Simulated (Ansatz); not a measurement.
# O on Ta(110): change of the work function

Aim: the work function of Ta(110) at several coverages of O (hollow site), and the dipole that each adsorbate carries.

Method: plane-wave DFT, PBE, Ansatz PAW (set soft_1); PAW set soft_1, in Ansatz 0.2.0.

Most raw output is cut from this account.

### Step 1. The starting structure

The cell holds 4 atoms: 4 Ta. Cell: a = 2.867 Å, b = 2.867 Å, c = 25.022 Å, α = 90.0°, β = 90.0°, γ = 70.5°. Vacuum lies along c.

### Step 2. The clean slab

The bare slab comes first, as the zero from which every change is counted. The two lowest layers are held at bulk places and the upper ones relax. The dipole correction removes the false field that a one-sided slab makes across the periodic vacuum, so each face gets a flat vacuum level of its own.

Input file input.yaml:

```yaml
crystal:
  lattice:
    - [2.3405234457, -1.655, 0.0]
    - [2.3405234457, 1.655, 0.0]
    - [0.0, 0.0, 25.0215703372]
  atoms:
    - { symbol: Ta, position: [0.0, 0.0, 0.3596896549] }
    - { symbol: Ta, position: [0.5, 0.5, 0.453229885] }
    - { symbol: Ta, position: [0.0, 0.0, 0.546770115] }
    - { symbol: Ta, position: [0.5, 0.5, 0.6403103451] }
kpoints:
  mp_grid: { grid: [12, 12, 1] }
hamiltonian:
  xc: pbe
  pseudopotentials: { kind: paw, azcp: { folder: soft_1 } }
scf:
  occupations: { method: fermi_dirac, width: 0.1 }
  convergence: { dr2_threshold: 1.0e-08 }
efield:
  axis: 3
  dipole_correction: true
  ramp_position: 0.97
  ramp_width: 0.06
relax:
  f_tol: 0.02
  max_steps: 60
  constraints: [{ sites: [0, 1] }]
output:
  write_potential: true
  write_density: true
  volumetric_format: npy
```

Command:

```bash
$ ansatz run input.yaml --threads 4 --pin off --max-ram 16384MiB --backend cpu --events-out ev --progress --plain --runs-dir out
```

Elapsed: 21 s, on 4 threads of Arm Neoverse V1, shared host; peak memory 0.56 GiB.

The steps of the relaxation:

| step | energy less that of the first step (eV) | largest force component (eV/Å) |
| --- | --- | --- |
| 1 | 0.0000 | 0.4146 |
| 2 | 0.0218 | 0.7813 |
| 3 | -0.0194 | 0.0179 |

Relaxation step 2 was tried and not accepted.

The run keeps the 4 symmetry operations that it works with, so distortions that break them were not tested.

The atoms that moved most (Å):

```csv
atom,dx,dy,dz,length
Ta4,0.000,0.000,-0.089,0.089
```

The relaxed structure:

```xyz
4
Lattice="2.3405 -1.6550 0.0000 2.3405 1.6550 0.0000 0.0000 0.0000 25.0216" Properties=species:S:1:pos:R:3
Ta    0.0000    0.0000    9.0000
Ta    2.3405    0.0000   11.3405
Ta    0.0000    0.0000   13.6838
Ta    2.3405    0.0000   15.9331
```

Numbers from this step:

| Property | Result |
| --- | --- |
| energy at zero smearing | -39730.6209 eV |
| work function, upper face | 4.764 eV |
| work function, lower face | 4.815 eV |
| dipole along the normal | 0.002170 e·Å |
| step between the vacuum levels | -0.05068 eV |

Running mean over 2.341 Å of the planar mean; the ramp of the sawtooth is left out. Electron's electrostatic potential energy less the Fermi level against z:

z (Å), electron's electrostatic potential energy less the Fermi level (eV) and a bar from the least value:
```
      3.5        4.8 ##############################
      4.0        4.8 ##############################
      4.5        4.8 ##############################
      5.0        4.8 ##############################
      5.5        4.8 ##############################
      6.0        4.6 ##############################
      6.5        4.2 #############################
      7.0        3.0 ##########################
      7.5       -0.2 ####################
      8.0       -4.9 ###########
      8.5       -8.5 ####
      9.0       -9.7 #
      9.5       -9.7 #
     10.0       -9.6 ##
     10.5       -9.6 ##
     11.0       -9.6 ##
     11.5       -9.6 ##
     12.0       -9.6 ##
     12.5       -9.6 ##
     13.0       -9.6 ##
     13.5       -9.6 ##
     14.0       -9.9 #
     14.5      -10.3 
     15.0      -10.4 
     15.5      -10.1 #
     16.0       -9.7 #
     16.5       -8.2 ####
     17.0       -4.3 ############
     17.5        0.3 #####################
     18.0        3.2 ###########################
     18.5        4.3 #############################
     19.0        4.6 ##############################
     19.5        4.7 ##############################
     20.0        4.7 ##############################
     20.5        4.8 ##############################
     21.0        4.8 ##############################
     21.5        4.8 ##############################
```

The relaxation took 3 steps and lowered the energy by 0.019 eV; the largest force on the free atoms ends at 0.018 eV/Å.

The work function of the upper face is 4.76 eV.

### Step 3. The covered slab, k-mesh 4×4×1, coverage 0.111 ML

System of this step: Ta36O (O/Ta(110)). The cell holds 37 atoms: 36 Ta and 1 O. Cell: a = 8.600 Å, b = 8.600 Å, c = 26.770 Å, α = 90.0°, β = 90.0°, γ = 70.5°. Vacuum lies along c.

The clean slab as it ended is repeated in the plane and the adsorbate is set on one face; the cell's size fixes the coverage, and the k-mesh shrinks with it to keep the sampling density about even. Adsorbate and upper layers relax, since the dipole depends on the height.

Input file input.yaml:

```yaml
crystal:
  lattice:
    - [7.0215703371, -4.965, 0.0]
    - [7.0215703371, 4.965, 0.0]
    - [0.0, 0.0, 26.7703697879]
  atoms:
    - { symbol: Ta, position: [0.0, 0.0, 0.3361925917] }
    - { symbol: Ta, position: [0.1666666667, 0.1666666667, 0.4236222188] }
    - { symbol: Ta, position: [0.0, 0.0, 0.511153124] }
    - { symbol: Ta, position: [0.1666666667, 0.1666666667, 0.595174877] }
    - { symbol: Ta, position: [0.0, 0.3333333333, 0.3361925917] }
    - { symbol: Ta, position: [0.1666666667, 0.5, 0.4236222188] }
    - { symbol: Ta, position: [0.0, 0.3333333333, 0.511153124] }
    - { symbol: Ta, position: [0.1666666667, 0.5, 0.595174877] }
[... 25 atom lines left out ...]
    - { symbol: Ta, position: [0.8333333333, 0.8333333333, 0.4236222188] }
    - { symbol: Ta, position: [0.6666666667, 0.6666666667, 0.511153124] }
    - { symbol: Ta, position: [0.8333333333, 0.8333333333, 0.595174877] }
    - { symbol: O, position: [0.28, 0.28, 0.6638074083] }
kpoints:
  mp_grid: { grid: [4, 4, 1] }
hamiltonian:
  xc: pbe
  pseudopotentials: { kind: paw, azcp: { folder: soft_1 } }
scf:
  occupations: { method: fermi_dirac, width: 0.1 }
  convergence: { dr2_threshold: 1.0e-08 }
efield:
  axis: 3
  dipole_correction: true
  ramp_position: 0.97
  ramp_width: 0.06
relax:
  f_tol: 0.02
  max_steps: 60
  constraints:
    - { sites: [0, 1, 4, 5, 8, 9, 12, 13, 16, 17, 20, 21, 24, 25, 28, 29, 32, 33] }
output:
  write_potential: true
  write_density: true
  volumetric_format: npy
```

It took 24 min on 4 threads; peak memory 9.5 GiB; 1.6 h of CPU time.

Relaxation path:

```
step  energy less that of the first step (eV)  largest force component (eV/Å)
   1                                   0.0000                          4.8619
   2                                  -1.3316                          3.9754
   3                                  -2.0860                          1.7446
   4                                  -2.3247                          0.7537
   5                                  -2.4159                          0.2676
   6                                  -2.4122                          0.1916
   7                                  -2.4322                          0.0428
   8                                  -2.4332                          0.0285
   9                                  -2.4333                          0.0051
```

Relaxation step 6 was tried and not accepted.

The run keeps the 2 symmetry operations that it works with, so distortions that break them were not tested.

The atoms that moved most (Å):

```
atom      dx      dy      dz  length
 O37   0.018   0.000  -0.692   0.692
 Ta4  -0.205   0.000   0.081   0.220
Ta16  -0.061   0.057   0.061   0.104
 Ta8  -0.061  -0.057   0.061   0.104
Ta28  -0.077   0.044   0.042   0.098
Ta12  -0.077  -0.044   0.042   0.098
Ta20   0.082   0.000  -0.026   0.086
 Ta3  -0.010   0.000   0.028   0.029
```

Final coordinates:

```xyz
37
Lattice="7.0216 -4.9650 0.0000 7.0216 4.9650 0.0000 0.0000 0.0000 26.7704" Properties=species:S:1:pos:R:3
Ta    0.0000    0.0000    9.0000
Ta    2.3405    0.0000   11.3405
Ta   -0.0103    0.0000   13.7113
Ta    2.1355    0.0000   16.0137
Ta    2.3405    1.6550    9.0000
Ta    4.6810    1.6550   11.3405
Ta    2.3259    1.6437   13.7016
Ta    4.6196    1.5978   15.9944
Ta    4.6810    3.3100    9.0000
Ta    7.0216    3.3100   11.3405
Ta    4.6747    3.3184   13.6772
Ta    6.9441    3.2663   15.9750
Ta    2.3405   -1.6550    9.0000
Ta    4.6810   -1.6550   11.3405
Ta    2.3259   -1.6437   13.7016
Ta    4.6196   -1.5978   15.9944
Ta    4.6810    0.0000    9.0000
Ta    7.0216    0.0000   11.3405
Ta    4.6727    0.0000   13.6672
Ta    7.1033    0.0000   15.9075
Ta    7.0216    1.6550    9.0000
Ta    9.3621    1.6550   11.3405
Ta    7.0065    1.6553   13.6892
Ta    9.3604    1.6549   15.9119
Ta    4.6810   -3.3100    9.0000
Ta    7.0216   -3.3100   11.3405
Ta    4.6747   -3.3184   13.6772
Ta    6.9441   -3.2663   15.9750
Ta    7.0216   -1.6550    9.0000
Ta    9.3621   -1.6550   11.3405
Ta    7.0065   -1.6553   13.6892
Ta    9.3604   -1.6549   15.9119
Ta    9.3621    0.0000    9.0000
Ta   11.7026    0.0000   11.3405
Ta    9.3582    0.0000   13.6728
Ta   11.6968    0.0000   15.9285
O     3.9499    0.0000   17.0783
```

This step gave:

```yaml
energy_at_zero_smearing: -358145.4564 eV
work_function_upper_face: 4.613 eV
work_function_lower_face: 4.794 eV
dipole_along_the_normal: 0.06980 e·Å
step_between_the_vacuum_levels: -0.1812 eV
```

Running mean over 2.341 Å of the planar mean; the ramp of the sawtooth is left out. The electron's electrostatic potential energy less the Fermi level by z:

| z (Å) | electron's electrostatic potential energy less the Fermi level (eV) |
| --- | --- |
| 3.5 | 4.79 |
| 4.0 | 4.79 |
| 4.5 | 4.79 |
| 5.0 | 4.78 |
| 5.5 | 4.73 |
| 6.0 | 4.60 |
| 6.5 | 4.19 |
| 7.0 | 2.97 |
| 7.5 | -0.213 |
| 8.0 | -4.91 |
| 8.5 | -8.53 |
| 9.0 | -9.71 |
| 9.5 | -9.75 |
| 10.0 | -9.65 |
| 10.5 | -9.61 |
| 11.0 | -9.59 |
| 11.5 | -9.58 |
| 12.0 | -9.55 |
| 12.5 | -9.53 |
| 13.0 | -9.54 |
| 13.5 | -9.61 |
| 14.0 | -9.81 |
| 14.5 | -10.2 |
| 15.0 | -10.3 |
| 15.5 | -10.2 |
| 16.0 | -10.0 |
| 16.5 | -8.76 |
| 17.0 | -4.97 |
| 17.5 | -0.329 |
| 18.0 | 2.72 |
| 18.5 | 3.99 |
| 19.0 | 4.45 |
| 19.5 | 4.57 |
| 20.0 | 4.60 |
| 20.5 | 4.61 |
| 21.0 | 4.61 |
| 21.5 | 4.61 |
| 22.0 | 4.61 |
| 22.5 | 4.61 |
| 23.0 | 4.61 |
| 23.5 | 4.61 |

The relaxation took 9 steps and lowered the energy by 2.4 eV; the largest force on the free atoms ends at 0.0051 eV/Å.

The covered face has 4.61 eV, -0.15 eV against the clean one; the bare back face has moved by -0.02 eV, a measure of how thin the slab is.

### Step 4. The covered slab, k-mesh 6×6×1, coverage 0.25 ML

System of this step: Ta16O (O/Ta(110)). The cell holds 17 atoms: 16 Ta and 1 O. Cell: a = 5.733 Å, b = 5.733 Å, c = 26.770 Å, α = 90.0°, β = 90.0°, γ = 70.5°. Vacuum lies along c.

Another coverage, to see how the dipoles act on each other as their distance changes.

Input file input.yaml:

```yaml
crystal:
  lattice:
    - [4.6810468914, -3.31, 0.0]
    - [4.6810468914, 3.31, 0.0]
    - [0.0, 0.0, 26.7703697879]
  atoms:
    - { symbol: Ta, position: [0.0, 0.0, 0.3361925917] }
    - { symbol: Ta, position: [0.25, 0.25, 0.4236222188] }
    - { symbol: Ta, position: [0.0, 0.0, 0.511153124] }
    - { symbol: Ta, position: [0.25, 0.25, 0.595174877] }
    - { symbol: Ta, position: [0.0, 0.5, 0.3361925917] }
    - { symbol: Ta, position: [0.25, 0.75, 0.4236222188] }
    - { symbol: Ta, position: [0.0, 0.5, 0.511153124] }
    - { symbol: Ta, position: [0.25, 0.75, 0.595174877] }
    - { symbol: Ta, position: [0.5, 0.0, 0.3361925917] }
    - { symbol: Ta, position: [0.75, 0.25, 0.4236222188] }
    - { symbol: Ta, position: [0.5, 0.0, 0.511153124] }
    - { symbol: Ta, position: [0.75, 0.25, 0.595174877] }
    - { symbol: Ta, position: [0.5, 0.5, 0.3361925917] }
    - { symbol: Ta, position: [0.75, 0.75, 0.4236222188] }
    - { symbol: Ta, position: [0.5, 0.5, 0.511153124] }
    - { symbol: Ta, position: [0.75, 0.75, 0.595174877] }
    - { symbol: O, position: [0.42, 0.42, 0.6638074083] }
kpoints:
  mp_grid: { grid: [6, 6, 1] }
hamiltonian:
  xc: pbe
  pseudopotentials: { kind: paw, azcp: { folder: soft_1 } }
scf:
  occupations: { method: fermi_dirac, width: 0.1 }
  convergence: { dr2_threshold: 1.0e-08 }
efield:
  axis: 3
  dipole_correction: true
  ramp_position: 0.97
  ramp_width: 0.06
relax:
  f_tol: 0.02
  max_steps: 60
  constraints: [{ sites: [0, 1, 4, 5, 8, 9, 12, 13] }]
output:
  dos: { projected: true, e_range: [-8, 4] }
  write_potential: true
  write_density: true
  volumetric_format: npy
  elf: true
```

Wall time 5.9 min (4 threads); peak memory 2.9 GiB; 23 min of CPU time.

Relaxation path:

| step | energy less that of the first step (eV) | largest force component (eV/Å) |
| --- | --- | --- |
| 1 | 0.0000 | 4.9420 |
| 2 | -1.3283 | 4.0596 |
| 3 | -2.1417 | 1.8630 |
| 4 | -2.3945 | 0.3119 |
| 5 | -2.4066 | 0.2508 |
| 6 | -2.4151 | 0.0660 |
| 7 | -2.4159 | 0.0305 |
| 8 | -2.4161 | 0.0057 |

The run keeps the 2 symmetry operations that it works with, so distortions that break them were not tested.

The atoms that moved most (Å):

```csv
atom,dx,dy,dz,length
O17,0.001,0.000,-0.621,0.621
Ta4,-0.143,0.000,0.083,0.165
Ta12,-0.065,0.068,0.104,0.140
Ta8,-0.065,-0.068,0.104,0.140
Ta16,0.016,0.000,-0.108,0.109
Ta3,-0.018,0.000,0.037,0.041
Ta7,-0.024,-0.011,-0.004,0.026
Ta11,-0.024,0.011,-0.004,0.026
```

The relaxed structure:

```xyz
17
Lattice="4.6810 -3.3100 0.0000 4.6810 3.3100 0.0000 0.0000 0.0000 26.7704" Properties=species:S:1:pos:R:3
Ta    0.0000    0.0000    9.0000
Ta    2.3405    0.0000   11.3405
Ta   -0.0175    0.0000   13.7208
Ta    2.1980    0.0000   16.0159
Ta    2.3405    1.6550    9.0000
Ta    4.6810    1.6550   11.3405
Ta    2.3169    1.6438   13.6801
Ta    4.6161    1.5872   16.0375
Ta    2.3405   -1.6550    9.0000
Ta    4.6810   -1.6550   11.3405
Ta    2.3169   -1.6438   13.6801
Ta    4.6161   -1.5872   16.0375
Ta    4.6810    0.0000    9.0000
Ta    7.0216    0.0000   11.3405
Ta    4.6658    0.0000   13.6745
Ta    7.0380    0.0000   15.8255
O     3.9326    0.0000   17.1490
```

Numbers from this step:

```yaml
energy_at_zero_smearing: -159492.3520 eV
work_function_upper_face: 4.461 eV
work_function_lower_face: 4.783 eV
dipole_along_the_normal: 0.05506 e·Å
step_between_the_vacuum_levels: -0.3215 eV
```

The density of states has structure finer than the step of the table below, so its rows give means over 0.25 eV, whole bins alone (the curve runs from -8 to 1.98 eV). Peaks (eV: height): -1.530: 38.3, -1.470: 34.0, -1.350: 32.8, -1.200: 29.5, -1.110: 34.2, -0.930: 30.5, -0.690: 31.0.

Density of states against energy, zero at the Fermi level; means over each step:

```csv
energy (eV),density of states (states/eV a cell)
-7.75,0
-7.50,0.131
-7.25,0.946
-7.00,0.989
-6.75,1.35
-6.50,2.50
-6.25,4.95
-6.00,7.98
-5.75,8.12
-5.50,6.04
-5.25,3.78
-5.00,2.13
-4.75,4.90
-4.50,3.69
-4.25,8.42
-4.00,7.70
-3.75,11.6
-3.50,9.00
-3.25,13.3
-3.00,17.3
-2.75,16.0
-2.50,11.1
-2.25,11.4
-2.00,9.45
-1.75,6.90
-1.50,28.2
-1.25,27.6
-1.00,26.2
-0.75,23.6
-0.50,23.9
-0.25,25.5
0.00,22.5
0.25,18.1
0.50,10.7
0.75,10.9
1.00,11.2
1.25,10.4
1.50,10.5
1.75,10.5
```

Projected DOS per atom over height of the atomic layer and energy from the Fermi level. Layers: Ta4 Ta4 Ta4 Ta4 O from below.

Values in states/eV, 22 rows by 5 columns, each cell a mean:
```
0.97 0.48 0.42 0.77 0.09
0.70 0.47 0.48 0.71 0.10
0.79 0.43 0.45 0.81 0.15
0.99 0.58 0.60 0.86 0.16
1.64 1.16 1.08 1.50 0.21
2.10 1.28 1.22 1.39 0.16
1.74 1.45 1.40 1.58 0.17
1.58 1.88 1.82 1.41 0.12
0.49 0.41 0.51 0.58 0.10
0.63 0.62 0.70 0.76 0.26
0.88 1.04 1.10 0.86 0.27
0.79 0.95 0.95 0.59 0.19
0.56 0.84 0.79 0.44 0.18
0.39 0.54 0.55 0.33 0.17
0.28 0.33 0.28 0.22 0.20
0.13 0.13 0.15 0.12 0.43
0.15 0.16 0.17 0.30 2.61
0.09 0.14 0.13 0.52 4.37
0.07 0.10 0.12 0.27 1.25
0.03 0.08 0.10 0.06 0.11
0.02 0.06 0.06 0.02 0.02
0.00 0.00 0.00 0.00 0.00
```
Columns: height of the atomic layer (Å) from 9 to 17.1 (not evenly spaced); rows upwards: energy from the Fermi level (eV) from -7.96 to 1.95.

ELF in the ca plane at fractional y = 0.000, with atoms of Ta within 0.2 Å of it. It is the smooth field of the valence electrons, not physical close to the nuclei.

Values, 8 rows by 16 columns, each cell a mean:
```
0.62 0.40 0.42 0.41 0.44 0.58 0.37 0.43 0.45 0.32 0.07 0.01 0.00 0.00 0.00 0.00
0.33 0.41 0.35 0.44 0.35 0.30 0.48 0.37 0.40 0.24 0.04 0.00 0.00 0.00 0.00 0.00
0.41 0.37 0.36 0.42 0.33 0.34 0.40 0.35 0.46 0.19 0.02 0.00 0.00 0.00 0.00 0.00
0.53 0.44 0.45 0.41 0.49 0.54 0.35 0.41 0.48 0.19 0.02 0.00 0.00 0.00 0.00 0.00
0.62 0.40 0.42 0.41 0.47 0.58 0.36 0.38 0.45 0.23 0.03 0.00 0.00 0.00 0.00 0.00
0.33 0.41 0.35 0.43 0.34 0.31 0.47 0.34 0.46 0.26 0.04 0.00 0.00 0.00 0.00 0.00
0.41 0.37 0.36 0.43 0.33 0.35 0.45 0.43 0.53 0.33 0.06 0.01 0.00 0.00 0.00 0.00
0.53 0.44 0.45 0.41 0.48 0.54 0.39 0.56 0.58 0.38 0.08 0.01 0.00 0.00 0.00 0.00
```
Columns run along c (16.0 Å, from fractional 0.32 to 0.92 of the cell), rows up along a (5.7 Å). Atoms in or near the plane, at fractional coordinates: Ta at (0.34, 0.00), Ta at (0.51, 0.00), Ta at (0.34, 0.50), Ta at (0.51, 0.50).

Electrostatic potential energy in the ca plane at fractional y = 0.000, with atoms of Ta within 0.2 Å of it. With pseudopotentials it is smooth inside the atoms' cores, unlike the true potential.

Ten even steps from '0' (-52 eV) to '9' (8 eV), each cell a mean:
```
00048999999730004899999999999999999999999999
32468999999863246899999999999999999999999999
77789998899987778999889999999999999999999999
88899998899998889998889999999999999999999999
77789998899987778998889999999999999999999999
32468999999863347899999999999999999999999999
00048999999730015899999999999999999999999999
00037999999620004899999999999999999999999999
10258999999741026899999999999999999999999999
55689998999875468999889999999999999999999999
88899998899988889998889999999999999999999999
88899998899998889999889999999999999999999999
55689998999976568999999999999999999999999999
10258999999851025899999999999999999999999999
00037999999720004899999999999999999999999999
```
Columns run along c (16.0 Å, from fractional 0.32 to 0.92 of the cell; values clipped at the 3rd and 97th percentile), rows up along a (5.7 Å). Atoms in or near the plane, at fractional coordinates: Ta at (0.34, 0.00), Ta at (0.51, 0.00), Ta at (0.34, 0.50), Ta at (0.51, 0.50).

Valence density in the ca plane at fractional y = 0.000, with atoms of Ta within 0.2 Å of it. It is the smooth field of the valence electrons, not physical close to the nuclei.

Values in e/Å³, 8 rows by 16 columns, each cell a mean:
```
3.5 0.8 0.2 0.2 1.6 3.1 0.4 0.2 0.1 0.0 0.0 0.0 0.0 0.0 0.0 0.0
0.5 0.3 0.3 0.3 0.3 0.5 0.3 0.3 0.1 0.0 0.0 0.0 0.0 0.0 0.0 0.0
0.9 0.3 0.3 0.3 0.5 0.7 0.3 0.3 0.1 0.0 0.0 0.0 0.0 0.0 0.0 0.0
4.1 1.0 0.2 0.2 2.1 3.5 0.4 0.2 0.1 0.0 0.0 0.0 0.0 0.0 0.0 0.0
3.5 0.8 0.2 0.2 1.8 3.1 0.4 0.2 0.1 0.0 0.0 0.0 0.0 0.0 0.0 0.0
0.5 0.3 0.3 0.3 0.3 0.5 0.3 0.3 0.2 0.0 0.0 0.0 0.0 0.0 0.0 0.0
1.0 0.3 0.3 0.3 0.4 0.8 0.3 0.3 0.1 0.0 0.0 0.0 0.0 0.0 0.0 0.0
4.1 1.0 0.2 0.2 2.0 3.6 0.4 0.2 0.1 0.0 0.0 0.0 0.0 0.0 0.0 0.0
```
Columns run along c (16.0 Å, from fractional 0.32 to 0.92 of the cell), rows up along a (5.7 Å). Atoms in or near the plane, at fractional coordinates: Ta at (0.34, 0.00), Ta at (0.51, 0.00), Ta at (0.34, 0.50), Ta at (0.51, 0.50).

The relaxation took 8 steps and lowered the energy by 2.4 eV; the largest force on the free atoms ends at 0.0057 eV/Å.

By hand: a sheet of dipoles makes a step −p/(ε₀A) in the electron's potential. With e/ε₀ = 180.95 V·Å, p = 0.05506 e·Å and A = 30.99 Å², that is −180.95 × (0.05506) / 30.99 = -0.322 eV, and the two vacuum levels of the run differ by -0.322 eV.

The covered face has 4.46 eV, -0.30 eV against the clean one; the bare back face has moved by -0.03 eV, a measure of how thin the slab is.

(Part 1 of 2 ends here.)

[Logs are printed without paths, hosts, clocks, repeated set-up lines and the standing remarks that a program may print on its own settings, such as how far it seeks lower states.]

[Hosts, paths, dates, database ids (printed as entryN), source tags and the programs' standing remarks are cut or masked in the printed files.]

[Maps of the electrostatic potential energy from Ansatz leave out the sawtooth potential of an applied field or a dipole correction, so their vacuum need not be flat; planar profiles and work functions include it.]

[The density of states shown here was stored with 400 of the rows of the run's finer table, so its peaks can read low, often by over a quarter, or be missed, and its means over a window can be off by a tenth or more.]
